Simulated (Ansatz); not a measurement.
# A hypothetical structure for MnBe4Fe

Starting from a made-up structure for MnBe4Fe, the aim is the relaxed cell, its shortest contacts and, where a second run follows, its electronic structure.

Calculated with Ansatz 0.2.0; DFT, PBEsol, plane-wave PAW, files of the set soft_1, scalar-relativistic, ferromagnetic start, cell and ions relaxed at zero pressure; PAW set soft_1, in the first sound run; inputs show where later runs differ.

## Step 1: The structure

It takes space group F-43m (No. 216, cubic). Conventional cell: a = 5.964 Å, b = 5.964 Å, c = 5.964 Å, α = 90.00°, β = 90.00°, γ = 90.00°. Fe has 12 Be at 2.47 Å and 4 Mn at 2.58 Å nearest. Nearest to Mn lie 12 Be at 2.48 Å and 4 Fe at 2.58 Å. Nearest to Be lie 6 Be at 2.05 to 2.17 Å and 3 Fe at 2.47 Å and 3 Mn at 2.48 Å. Farther neighbours are not listed.

## Step 2: Relaxing cell and atoms

The guess takes its coordinates from another compound and its volume from a rule, so the cell and any free coordinates are relaxed together.

File input.yaml:

```yaml
crystal:
  lattice:
    - [0.0, 2.982, 2.982]
    - [2.982, 0.0, 2.982]
    - [2.982, 2.982, 0.0]
  atoms:
    - { symbol: Fe, position: [0.25, 0.25, 0.25], spin: 3.0 }
    - { symbol: Mn, position: [0.0, 0.0, 0.0], spin: 4.0 }
    - { symbol: Be, position: [0.1355, 0.6215, 0.6215] }
    - { symbol: Be, position: [0.6215, 0.6215, 0.6215] }
    - { symbol: Be, position: [0.6215, 0.6215, 0.1355] }
    - { symbol: Be, position: [0.6215, 0.1355, 0.6215] }
magnetization:
  spin_polarized: true
kpoints:
  mp_grid: { grid: [8, 8, 8] }
scf:
  occupations: { method: fermi_dirac, width: 0.05 }
hamiltonian:
  xc: pbesol
  pseudopotentials: { kind: paw, azcp: { folder: soft_1 }, xc_functional: pbe }
relax:
  f_tol: 0.015
  max_steps: 70
  cell: {}
output:
  forces: true
  stress: true
```

Run with:

```bash
$ ansatz run input.yaml --threads 4 --pin off --max-ram 10240MiB --backend cpu --events-out ev --progress --plain --runs-dir out
```

Numbers of over 12 decimals in the logs are rounded to 6 here.

Log:

```text
Engine: ansatz 0.2.0, x86_64-unknown-linux-gnu
Pseudopotentials: kind: paw
Pseudopotential: Fe, paw, valence charge 16, recommended cutoff 420 eV (normal), soft_1/Fe.paw.azcp
Pseudopotential: Mn, paw, valence charge 15, recommended cutoff 420 eV (normal), soft_1/Mn.paw.azcp
Pseudopotential: Be, paw, valence charge 2, recommended cutoff 420 eV (normal), soft_1/Be.paw.azcp
Functional definition: PBEsol
  exchange = pbesol_x
  correlation = pbesol_c
Crystal: 6 atoms, lattice volume = 53.034 Å³
Basis set: ecut = 420 eV, 1037 PW (Γ), exchange–correlation on 60×60×60 points (8 copies of the dense FFT grid, shifted against one another)
Bands: 29, of which v1, the nominal top of the filled ones, is band 20 counted from 1 (19 counted from 0)
Symmetry: 24 space group operations
Space group: F-43m (ITA 216), of the structure as read, at distance tolerance 3.8e-5 Å
Magnetic group: BNS 216.74 (UNI 1576), of the structure as read, at distance tolerance 3.8e-5 Å
k-points: 29 of 512 (time reversal used)
Non-local potential: Fe, projectors of the file, l = 0: 3, l = 1: 2, l = 2: 3, l = 3: 1
Non-local potential: Mn, projectors of the file, l = 0: 3, l = 1: 2, l = 2: 3, l = 3: 1
Non-local potential: Be, projectors of the file, l = 0: 2, l = 1: 2, l = 2: 1
PAW form: soft (Blöchl's): semilocal exchange-correlation on the pseudo side does not see the compensation charge
PAW frozen core: Fe, regenerated for the run's functional, and the local potential with it (the file was generated under x = pbe(κ = 0.804, μ = 0.219515), c = pbe(β = 0.066725))
PAW frozen core: Mn, regenerated for the run's functional, and the local potential with it (the file was generated under x = pbe(κ = 0.804, μ = 0.219515), c = pbe(β = 0.066725))
PAW frozen core: Be, regenerated for the run's functional, and the local potential with it (the file was generated under x = pbe(κ = 0.804, μ = 0.219515), c = pbe(β = 0.066725))
PAW one-centre angular grid: Fe, 590 points (default); XC on 64 Gauss nodes
PAW one-centre angular grid: Mn, 590 points (default); XC on 64 Gauss nodes
PAW one-centre angular grid: Be, 110 points (default); XC on 64 Gauss nodes
Initial density: superposition of atomic densities (chi_scale 0.1, normalization cell)
Starting moments: Σ|m| = 7 μB on 2 of 6 sites
Initial wavefunctions: pseudopotential atomic-orbital guess
Functional: x = pbesol(κ = 0.804, μ = 0.123457), c = pbesol(β = 0.046)
SCF iter   1: F=—  HF=-8681.400055 eV  |F-HF|=—  |Δ(HF+E_count)|=         —  Δρ=1.01e-1 (↑1.01e-1 ↓4.20e-2)  dr2=1.02e1  dr2_m=9.66e-1  M=5.160 μB ∫|m|=5.922 μB  β_m=0.30  ethr=3.10e-3  ⟨swp⟩=6.6  Hψ=7741  notcnv=0  defer=2
Mixer restart at iter 1: flushing history
preconditioner: auto → Kerker (q_TF=auto, 2.592 Å⁻¹)  [metal: Δε(μ)=0.035 eV  Ē_g=8.066 eV  σ=0.050 eV  W_gap=0.17  n_scr=14 (ndim 8)  ℏωp=24.5 eV  f_vac=0.000  D(μ)=4.14/eV (n_scr^D=58)]
spin=Collinear: Kerker preconditioning applied to the charge; magnetization (m = ρ↑ − ρ↓) channel mixes plain (no charge-response kernel on spin).
SCF iter   2: F=—  HF=-8678.806614 eV  |F-HF|=—  |Δ(HF+E_count)|=    2.59e0  Δρ=3.79e-2 (↑3.79e-2 ↓2.07e-2)  dr2=1.34e0  dr2_m=3.08e-1  M=5.143 μB ∫|m|=5.949 μB  β_m=0.36  ethr=3.10e-3  ⟨swp⟩=2.4  Hψ=3556  notcnv=0  defer=194
SCF iter   3: F=—  HF=-8678.904638 eV  |F-HF|=—  |Δ(HF+E_count)|=   9.80e-2  Δρ=2.67e-2 (↑2.03e-2 ↓2.67e-2)  dr2=1.33e-1  dr2_m=2.36e-1  M=4.739 μB ∫|m|=5.672 μB  β_m=0.64  ethr=3.10e-3  ⟨swp⟩=2.0  Hψ=2450  notcnv=0  defer=196
SCF iter   4: F=—  HF=-8680.601382 eV  |F-HF|=—  |Δ(HF+E_count)|=         —  Δρ=7.93e-2 (↑7.93e-2 ↓6.28e-2)  dr2=1.54e-1  dr2_m=2.45e0  M=3.118 μB ∫|m|=3.837 μB  β_m=1.00  ethr=3.41e-4  ⟨swp⟩=2.5  Hψ=3065  notcnv=0  defer=196
Mixer restart at iter 4: flushing history
SCF iter   5: F=—  HF=-8680.613185 eV  |F-HF|=—  |Δ(HF+E_count)|=   1.18e-2  Δρ=4.65e-2 (↑4.65e-2 ↓3.07e-2)  dr2=2.42e0  dr2_m=1.44e-1  M=3.315 μB ∫|m|=4.075 μB  β_m=0.64  ethr=1.28e-4  ⟨swp⟩=2.9  Hψ=3481  notcnv=0  defer=196
SCF iter   6: F=—  HF=-8680.824094 eV  |F-HF|=—  |Δ(HF+E_count)|=         —  Δρ=3.75e-2 (↑3.75e-2 ↓1.46e-2)  dr2=7.63e-1  dr2_m=9.38e-2  M=3.039 μB ∫|m|=3.662 μB  β_m=0.64  ethr=1.28e-4  ⟨swp⟩=3.0  Hψ=4473  notcnv=0  defer=146
Mixer restart at iter 6: flushing history
SCF iter   7: F=—  HF=-8680.677132 eV  |F-HF|=—  |Δ(HF+E_count)|=   1.47e-1  Δρ=2.93e-2 (↑2.93e-2 ↓2.33e-2)  dr2=1.14e0  dr2_m=3.37e-2  M=3.205 μB ∫|m|=3.926 μB  β_m=0.49  ethr=1.28e-4  ⟨swp⟩=3.1  Hψ=4558  notcnv=0  defer=142
SCF iter   8: F=—  HF=-8680.476575 eV  |F-HF|=—  |Δ(HF+E_count)|=   2.01e-1  Δρ=3.83e-3 (↑3.83e-3 ↓3.00e-3)  dr2=1.29e-2  dr2_m=3.58e-3  M=3.113 μB ∫|m|=3.786 μB  β_m=0.66  ethr=1.28e-4  ⟨swp⟩=3.0  Hψ=3817  notcnv=0  defer=138
SCF iter   9: F=—  HF=-8680.472421 eV  |F-HF|=—  |Δ(HF+E_count)|=   4.15e-3  Δρ=2.37e-3 (↑2.37e-3 ↓1.89e-3)  dr2=6.51e-3  dr2_m=7.29e-4  M=3.107 μB ∫|m|=3.771 μB  β_m=0.64  ethr=3.31e-5  ⟨swp⟩=2.0  Hψ=3113  notcnv=0  defer=136
SCF iter  10: F=—  HF=-8680.471420 eV  |F-HF|=—  |Δ(HF+E_count)|=   1.00e-3  Δρ=1.23e-3 (↑1.23e-3 ↓7.47e-4)  dr2=1.56e-3  dr2_m=3.18e-5  M=3.104 μB ∫|m|=3.763 μB  β_m=0.82  ethr=1.67e-5  ⟨swp⟩=2.3  Hψ=2708  notcnv=0  defer=136
SCF iter  11: F=—  HF=-8680.472010 eV  |F-HF|=—  |Δ(HF+E_count)|=   5.90e-4  Δρ=4.47e-4 (↑4.47e-4 ↓3.03e-4)  dr2=2.14e-4  dr2_m=1.46e-5  M=3.107 μB ∫|m|=3.765 μB  β_m=0.79  ethr=4.00e-6  ⟨swp⟩=2.1  Hψ=2033  notcnv=0  defer=136
SCF iter  12: F=—  HF=-8680.471983 eV  |F-HF|=—  |Δ(HF+E_count)|=   2.70e-5  Δρ=8.53e-5 (↑8.53e-5 ↓6.64e-5)  dr2=5.53e-6  dr2_m=1.64e-6  M=3.107 μB ∫|m|=3.766 μB  β_m=0.89  ethr=5.50e-7  ⟨swp⟩=2.1  Hψ=2145  notcnv=0  defer=136
SCF iter  13: F=—  HF=-8680.471984 eV  |F-HF|=—  |Δ(HF+E_count)|=   1.34e-6  Δρ=5.00e-5 (↑1.84e-5 ↓5.00e-5)  dr2=2.77e-6  dr2_m=1.34e-7  M=3.107 μB ∫|m|=3.765 μB  β_m=0.95  ethr=1.42e-8  ⟨swp⟩=2.6  Hψ=2665  notcnv=0  defer=136
SCF iter  14: F=—  HF=-8680.471984 eV  |F-HF|=—  |Δ(HF+E_count)|=   4.30e-7  Δρ=2.19e-5 (↑2.19e-5 ↓1.51e-5)  dr2=6.35e-7  dr2_m=2.03e-8  M=3.107 μB ∫|m|=3.766 μB  β_m=0.97  ethr=7.10e-9  ⟨swp⟩=2.2  Hψ=2102  notcnv=0  defer=136
SCF iter  15: F=—  HF=-8680.471984 eV  |F-HF|=—  |Δ(HF+E_count)|=   8.66e-8  Δρ=7.39e-6 (↑7.39e-6 ↓5.25e-6)  dr2=8.24e-8  dr2_m=9.70e-10  M=3.107 μB ∫|m|=3.766 μB  β_m=0.92  ethr=1.63e-9  ⟨swp⟩=1.6  Hψ=1858  notcnv=0  defer=136
SCF iter  16: F=—  HF=-8680.471984 eV  |F-HF|=—  |Δ(HF+E_count)|=   1.07e-8  Δρ=2.89e-6 (↑2.50e-6 ↓2.89e-6)  dr2=1.48e-8  dr2_m=3.62e-10  M=3.107 μB ∫|m|=3.765 μB  β_m=0.70  ethr=2.11e-10  ⟨swp⟩=2.3  Hψ=2231  notcnv=0  defer=136
[...]
relax step   4: F+E_penalty+E_count = -8680.62614458 eV  Δ(F+E_penalty+E_count) = -8.374e-5 eV  max|allowed force component| = 3.136e-4 eV/Å  Δτ_max = 0.0010 Å  P = -0.016 GPa  Ω = 49.965 Å³  energy of the carried Pulay correction = +2.337e-3 eV  (8 SCF iters, dr2 threshold 3.05e-7 eV, accepted)
Initial wavefunctions: pseudopotential atomic-orbital guess (no wavefunctions were taken with the density)
iter 1 solved again at ethr=9.78e-9 eV; its pass at ethr=3.10e-3 eV (dr2=3.81e-6 eV) is discarded
SCF iter   1: F=—  HF=-8680.623981 eV  |F-HF|=—  |Δ(HF+E_count)|=         —  Δρ=1.01e-4 (↑9.86e-5 ↓1.01e-4)  dr2=1.47e-5  dr2_m=2.28e-7  M=2.934 μB ∫|m|=3.489 μB  β_m=0.65  ethr=9.78e-9  ⟨swp⟩=3.5  Hψ=12413  notcnv=0
eigensolver tolerance schedule calibrated: the retry pair's looser diagonalisation under-reported the residual by θ = 0.74 (0.13/decade); ethr = c·dr2/N_el runs at the constant in force after the calibration composes with the one it found (an armed cap, an earlier calibration), c = 5.5e-2
preconditioner: auto → none  [metal: Δε(μ)=0.014 eV  Ē_g=7.844 eV  σ=0.050 eV  W_gap=0.07  n_scr=8 (ndim 8)  ℏωp=25.2 eV  f_vac=0.000  D(μ)=2.23/eV (n_scr^D=14)]
SCF iter   2: F=—  HF=-8680.623976 eV  |F-HF|=—  |Δ(HF+E_count)|=   4.62e-6  Δρ=1.30e-4 (↑1.30e-4 ↓4.17e-5)  dr2=1.23e-5  dr2_m=1.16e-6  M=2.935 μB ∫|m|=3.491 μB  β_m=0.36  ethr=9.78e-9  ⟨swp⟩=2.0  Hψ=2838  notcnv=0
SCF iter   3: F=—  HF=-8680.623977 eV  |F-HF|=—  |Δ(HF+E_count)|=   4.14e-7  Δρ=2.87e-5 (↑1.98e-5 ↓2.87e-5)  dr2=3.10e-7  dr2_m=1.96e-8  M=2.935 μB ∫|m|=3.490 μB  β_m=0.45  ethr=9.78e-9  ⟨swp⟩=2.0  Hψ=2821  notcnv=0
SCF iter   4: F=—  HF=-8680.623978 eV  |F-HF|=—  |Δ(HF+E_count)|=   1.52e-6  Δρ=1.10e-5 (↑8.43e-6 ↓1.10e-5)  dr2=1.67e-7  dr2_m=7.57e-9  M=2.934 μB ∫|m|=3.490 μB  β_m=0.56  ethr=4.38e-10  ⟨swp⟩=2.0  Hψ=2706  notcnv=0
SCF iter   5: F=—  HF=-8680.623979 eV  |F-HF|=—  |Δ(HF+E_count)|=   9.59e-7  Δρ=1.12e-5 (↑8.97e-6 ↓1.12e-5)  dr2=1.29e-7  dr2_m=2.07e-8  M=2.934 μB ∫|m|=3.490 μB  β_m=0.64  ethr=2.37e-10  ⟨swp⟩=2.1  Hψ=2704  notcnv=0
SCF iter   6: F=—  HF=-8680.623980 eV  |F-HF|=—  |Δ(HF+E_count)|=   6.15e-7  Δρ=8.22e-6 (↑5.01e-6 ↓8.22e-6)  dr2=2.30e-8  dr2_m=1.76e-8  M=2.934 μB ∫|m|=3.489 μB  β_m=0.82  ethr=1.82e-10  ⟨swp⟩=2.0  Hψ=2768  notcnv=0
SCF iter   7: F=—  HF=-8680.623980 eV  |F-HF|=—  |Δ(HF+E_count)|=   1.09e-7  Δρ=9.59e-6 (↑9.59e-6 ↓5.10e-6)  dr2=9.46e-8  dr2_m=7.47e-9  M=2.934 μB ∫|m|=3.489 μB  β_m=0.89  ethr=3.25e-11  ⟨swp⟩=3.0  Hψ=3466  notcnv=0
SCF iter   8: F=—  HF=-8680.623980 eV  |F-HF|=—  |Δ(HF+E_count)|=   1.11e-7  Δρ=4.56e-6 (↑4.56e-6 ↓1.65e-6)  dr2=1.11e-8  dr2_m=2.98e-9  M=2.934 μB ∫|m|=3.489 μB  β_m=0.94  ethr=3.25e-11  ⟨swp⟩=2.0  Hψ=2839  notcnv=0
SCF iter   9: F=—  HF=-8680.623980 eV  |F-HF|=—  |Δ(HF+E_count)|=   1.69e-8  Δρ=1.38e-6 (↑1.38e-6 ↓7.37e-7)  dr2=5.86e-10  dr2_m=4.28e-10  M=2.934 μB ∫|m|=3.489 μB  β_m=0.75  ethr=1.58e-11  ⟨swp⟩=2.0  Hψ=2835  notcnv=0
SCF iter  10: F=—  HF=-8680.623980 eV  |F-HF|=—  |Δ(HF+E_count)|=  2.76e-10  Δρ=3.85e-7 (↑3.85e-7 ↓2.43e-7)  dr2=1.23e-10  dr2_m=1.39e-11  M=2.934 μB ∫|m|=3.489 μB  β_m=0.72  ethr=1.00e-12  ⟨swp⟩=2.0  Hψ=2306  notcnv=0
SCF iter  11: F=—  HF=-8680.623980 eV  |F-HF|=—  |Δ(HF+E_count)|=  6.18e-11  Δρ=1.38e-7 (↑1.38e-7 ↓3.61e-8)  dr2=5.75e-12  dr2_m=3.32e-12  M=2.934 μB ∫|m|=3.489 μB  β_m=0.64  ethr=1.00e-12  ⟨swp⟩=2.2  Hψ=2211  notcnv=0
SCF iter  12: F=—  HF=-8680.623980 eV  |F-HF|=—  |Δ(HF+E_count)|=    0.00e0  Δρ=4.02e-8 (↑4.02e-8 ↓6.70e-9)  dr2=8.86e-13  dr2_m=2.02e-13  M=2.934 μB ∫|m|=3.489 μB  β_m=0.82  ethr=1.00e-12  ⟨swp⟩=1.0  Hψ=1682  notcnv=0
SCF iter  13: F=—  HF=-8680.623980 eV  |F-HF|=—  |Δ(HF+E_count)|=  3.64e-12  Δρ=3.15e-8 (↑4.23e-9 ↓3.15e-8)  dr2=4.49e-13  dr2_m=1.41e-13  M=2.934 μB ∫|m|=3.489 μB  β_m=0.91  ethr=1.00e-12  ⟨swp⟩=1.0  Hψ=1682  notcnv=0
SCF iter  14: F=—  HF=-8680.623980 eV  |F-HF|=—  |Δ(HF+E_count)|=  3.64e-12  Δρ=2.81e-8 (↑1.38e-8 ↓2.81e-8)  dr2=2.59e-13  dr2_m=1.74e-13  M=2.934 μB ∫|m|=3.489 μB  β_m=0.96  ethr=1.00e-12  ⟨swp⟩=1.0  Hψ=1682  notcnv=0
SCF iter  15: F=-8680.623980 eV  HF=-8680.623980 eV  |F-HF|=3.27e-11  |Δ(HF+E_count)|=  3.64e-12  Δρ=1.68e-7 (↑8.18e-8 ↓1.68e-7)  dr2=3.63e-11  dr2_m=9.19e-13  M=2.934 μB ∫|m|=3.489 μB  ethr=1.00e-12  ⟨swp⟩=1.1  Hψ=3608  notcnv=0
SCF 5 converged in 15 iterations: F = -8680.623980 eV  dr2 = 3.63e-11
relax step   5: F+E_penalty+E_count = -8680.62397995 eV  Δ(F+E_penalty+E_count) = +2.165e-3 eV  max|allowed force component| = 3.269e-4 eV/Å  Δτ_max = 0.0000 Å  P = -0.031 GPa  Ω = 49.965 Å³  stress off target by 3.11e-2 GPa  SCF on the basis re-selected at this cell (its energy is not comparable with the rows above)  (15 SCF iters)
basis re-selected at this cell: Δ(F+E_penalty+E_count) = +2.165e-3 eV, ΔP = -0.015 GPa vs the last step (what re-selecting the basis moved, of the pressure what is left beyond the Pulay correction that the steps carried, after the strain that the cell walked since its last selection, with what the two solves' SCF thresholds leave and, on support functions, any second-order correction that the steps lacked; it is no m [...]
SCF converged after 15 iterations
Magnetization: 2.9340 μB (20.9670 up, 18.0330 down)
Absolute magnetization: 3.4894 μB (∫|ρ↑−ρ↓|, with the PAW one-centre terms)
Spin contamination: 0.1121 ħ² per cell (⟨S²⟩ above its minimum at these occupations)
Per-site moments (μB) at R_I (Å): [(1.193944, 0.999764), (1.909361, 0.999960), (-0.037150, 0.851765), (-0.037150, 0.851765), (-0.037150, 0.851765), (-0.037150, 0.851765)]
Free energy (F): -8680.623980 eV
Harris-Foulkes:  -8680.623980 eV  (|F-HF|=3.27e-11)
Internal energy: -8680.605871 eV  (E = F + TS)
E sigma→0 (E₀):  -8680.614926 eV
Entropy (-TS):   -0.018109 eV (-3.018 meV/atom)
Fermi energy:    13.051273 eV
--- Per-component energies (eV) ---
  E_band       = -494.159369
  E_kinetic    = 743.183114
  E_local      = -5415.374693  (includes V_loc(G=0)·N_el)
  E_nonlocal   = 759.695073
  E_hartree    = 2230.525019
  E_xc         = -304.152048
  E_vxc        = -370.146379  (∫ρ·V_xc dr)
  E_paw        = -2871.056770  (= ΣΔE_a)
  E_vpaw       = -672.565874  (= ΣTr[D̂ρ^β])
  E_aug_tail   = -0.000820  (compensation charges beyond the density's cutoff)
  E_ewald      = -3823.811724
  E_core_change = 0.386978  (= ΣΔE_core)
  E_smearing   = -0.018109  (= −TS)
  E_closure    = -0.000000  (closes the sum)
  Σ components = -8680.623980   (vs F -8680.623980, Δ=0.00e0)
--- Forces (eV/Å), atoms counted from 1 ---
  atom   1  Fe    -0.00000000     0.00000000    -0.00000000
  atom   2  Mn     0.00000000    -0.00000000     0.00000000
  atom   3  Be     0.00032692    -0.00032692    -0.00032692
  atom   4  Be     0.00032692     0.00032692     0.00032692
  atom   5  Be    -0.00032692    -0.00032692     0.00032692
  atom   6  Be    -0.00032692     0.00032692    -0.00032692
  max |Σ_I F_I| component: 3.24e-17 eV/Å
--- Stress (GPa, compression-positive) ---
       -0.031146      -0.000000      -0.000000
       -0.000000      -0.031146      -0.000000
       -0.000000      -0.000000      -0.031146
  P = ⅓ Tr σ = -0.0311 GPa (-0.311 kbar)
--- Relaxed structure (4 steps of the walk, 4 accepted, 1 SCFs on fresh bases) ---
  F+E_penalty+E_count = -8680.62397995 eV   max|allowed force component| = 3.269e-4 eV/Å   (the final SCF, on the basis selected at the relaxed cell)
  cell:  # Å, volume = 49.9654 Å³
    - [0, 2.923342, 2.923342]
    - [2.923342, 0, 2.923342]
    - [2.923342, 2.923342, 0]
  atoms:
    - { symbol: Fe, position: [0.25, 0.25, 0.25] }
    - { symbol: Mn, position: [0, 0, 0] }
    - { symbol: Be, position: [0.125405, 0.624865, 0.624865] }
    - { symbol: Be, position: [0.624865, 0.624865, 0.624865] }
    - { symbol: Be, position: [0.624865, 0.624865, 0.125405] }
    - { symbol: Be, position: [0.624865, 0.125405, 0.624865] }
```

The job ended after 11 s (4 threads of INTEL XEON PLATINUM 8581C at 2.10GHz (Emerald Rapids), shared host; peak memory 0.52 GiB; 35 s of CPU time).

The steps of the relaxation:

```tsv
step	energy less that of the first step (eV)	largest force component (eV/Å)	pressure (GPa)	volume (Å³)
1	0.0000	0.5047	-8.86	53.03
2	-0.1335	0.1832	-3.51	51.07
3	-0.1541	0.0162	0.35	49.86
4	-0.1542	0.0003	-0.02	49.97
5*	-0.1520	0.0003	-0.03	49.97
```

Relaxation steps marked * repeat the geometry before them on a plane-wave basis chosen anew for their cell, so energy and pressure can jump there.

Forces are held to the 24 operations that the run works with; a distortion that breaks them can't arise in this run.

```tsv
conventional cell, symmetrised	before	after	change
a (Å)	5.964	5.847	-2.0 %
b (Å)	5.964	5.847	-2.0 %
c (Å)	5.964	5.847	-2.0 %
volume (Å³/atom)	8.84	8.33	-5.8 %
```

The atoms that moved most (Å, as changes of fractional coordinates times the final cell):

```tsv
atom	dx	dy	dz	length
Be3	0.020	-0.020	-0.020	0.034
Be5	-0.020	-0.020	0.020	0.034
Be6	-0.020	0.020	-0.020	0.034
Be4	0.020	0.020	0.020	0.034
```

Final coordinates:

```xyz
6
Lattice="0.0000 2.9233 2.9233 2.9233 0.0000 2.9233 2.9233 2.9233 0.0000" Properties=species:S:1:pos:R:3 pbc="T T T"
Fe    1.4617    1.4617    1.4617
Mn    0.0000    0.0000    0.0000
Be    3.6534    2.1933    2.1933
Be    3.6534    3.6534    3.6534
Be    2.1933    2.1933    3.6534
Be    2.1933    3.6534    2.1933
```

Numbers from this step:

| Item | Value |
| --- | --- |
| free energy | -8680.6240 eV |
| energy at zero smearing | -8680.6149 eV |
| smearing term TS | 0.01811 eV |
| Fermi energy | 13.05 eV |
| magnetization | 2.934 μB |
| absolute magnetization | 3.489 μB |
| site moments | 1.194, 1.909, -0.03715, -0.03715, -0.03715, -0.03715 μB |
| electrons | 39 |
| symmetry operations | 24 |
| pressure | -0.03115 GPa |

Site moment by atom:

```tsv
atom	site moment (μB)
Fe1	1.19
Mn2	1.91
Be3	-0.04
Be4	-0.04
Be5	-0.04
Be6	-0.04
```

Shortest distances by pair of elements, guess and relaxed (not always the same contact):

```tsv
pair	guess (Å)	relaxed (Å)
Be–Be	2.050	2.065
Be–Fe	2.467	2.424
Be–Mn	2.479	2.424
Fe–Mn	2.582	2.532
Fe–Fe	4.217	4.134
```

The relaxation ends with a largest force component of 3.3e-4 eV/Å and a pressure of -0.03 GPa.

(Continued in part 2 of 2.)

[Logs are printed without paths, hosts, clocks, repeated set-up lines and the standing remarks that a program may print on its own settings, such as how far it seeks lower states.]

[Hosts, paths, dates, database ids (printed as entryN), source tags and the programs' standing remarks are cut or masked in the printed files.]
